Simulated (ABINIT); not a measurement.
An input for ABINIT 10.8.3 (Bi2SO2 (Pnnm)):

```
acell 3*1.0 Angstrom
rprim 
  3.877295950000 0.000000000000 0.000000000000
  0.000000000000 11.963688440000 0.000000000000
  0.000000000000 0.000000000000 3.842602890000
ntypat 3
znucl 83 16 8
natom 10
typat 1 1 1 1 2 2 3 3 3 3
xred 
  0.419337400000 0.856120830000 0.500000000000
  0.580662600000 0.143879170000 0.500000000000
  0.919337400000 0.643879170000 0.000000000000
  0.080662600000 0.356120830000 0.000000000000
  0.000000000000 0.000000000000 0.000000000000
  0.500000000000 0.500000000000 0.500000000000
  0.440997250000 0.749108530000 0.000000000000
  0.559002750000 0.250891470000 0.000000000000
  0.940997250000 0.750891470000 0.500000000000
  0.059002750000 0.249108530000 0.500000000000
pp_dirpath "pseudos"
pseudos "Bi.upf, S.upf, O.upf"
ecut 42
ngkpt 6 2 6
nshiftk 1
shiftk 0.11 0.21 0.31
kptopt 3
chksymbreak 0
iscf -2
irdden 1
istwfk *1
nband 90
nbdbuf 8
tolwfr 1e-09
nstep 60
prtvol 0
indata_prefix "in"
outdata_prefix "out"
tmpdata_prefix "tmp"
```

```sh
OMP_NUM_THREADS=1 mpirun -n 4 abinit run.abi > log
```

Question: How long will it take on 4 MPI ranks of Arm Neoverse V1, shared host, and how much memory?

It took 15 min; on shared hardware allow 7.5 min to 30 min. Peak host memory was 2.0 GiB.

[Paths, hosts, dates, memory and timing lines, banners, echoed tables and standing remarks are left out of the program output.]

[Logs are printed without paths, hosts, clocks, repeated set-up lines and the standing remarks that a program may print on its own settings, such as how far it seeks lower states.]

[Runs of the session that timed out or met a known fault of the program may be left out.]

[Hosts, paths, dates, database ids (printed as entryN), source tags and the programs' standing remarks are cut or masked in the printed files.]

[G0W0 gaps are taken among the corrected bands and points alone; a level outside them can change the order at an edge.]

[Where Ansatz stands beside ABINIT at settings called matched, ABINIT's density can come from a denser mesh and the files from another edition; pairs whose starting gaps differed by over 0.03 eV were left out, so agreement reads better than it is.]
